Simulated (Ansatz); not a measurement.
Planning a run of Ansatz 0.2.0 on BiB4As3 (ordered alloy, started on the zincblende lattice) (R3m). The input:

```yaml
crystal:
  lattice:
    - [1.7086007452, 0.9864611002, 11.1605333333]
    - [-1.7086007452, 0.9864611002, 11.1605333333]
    - [0.0, -1.9729222004, 11.1605333333]
  atoms:
    - { symbol: As, position: [0.0, 0.0, 0.0] }
    - { symbol: B, position: [0.6875, 0.6875, 0.6875] }
    - { symbol: As, position: [0.75, 0.75, 0.75] }
    - { symbol: B, position: [0.4375, 0.4375, 0.4375] }
    - { symbol: As, position: [0.5, 0.5, 0.5] }
    - { symbol: B, position: [0.1875, 0.1875, 0.1875] }
    - { symbol: Bi, position: [0.25, 0.25, 0.25] }
    - { symbol: B, position: [0.9375, 0.9375, 0.9375] }
kpoints:
  mp_grid: { grid: [8, 8, 8] }
hamiltonian:
  xc: pbesol
scf:
  occupations: { method: fermi_dirac, width: 0.02 }
relax:
  f_tol: 0.01
  max_steps: 100
  cell: {}
output:
  write_density: true
  write_potential: true
  elf: true
  volumetric_format: npy
```

```sh
ansatz run input.yaml --threads 4 --pin off --max-ram 17510MiB --backend cpu --events-out ev --progress --plain --runs-dir out
```

Q: Estimate wall time and host memory on 4 threads of Arm Neoverse V2, shared host.

It took 82 s; on shared hardware allow 41 s to 2.7 min. Peak host memory was 0.62 GiB. The sizes that set the cost: 2367 plane waves a state, 65 irreducible k points and 45 SCF cycles.

[Paths, hosts, dates, memory and timing lines, banners, echoed tables and standing remarks are left out of the program output.]

[Logs are printed without paths, hosts, clocks, repeated set-up lines and the standing remarks that a program may print on its own settings, such as how far it seeks lower states.]

[Runs of the session that timed out or met a known fault of the program may be left out.]

[Cells called generated may have been cut or substituted from an entry of the Crystallography Open Database or the Materials Project.]

[Hosts, paths, dates, database ids (printed as entryN), source tags and the programs' standing remarks are cut or masked in the printed files.]
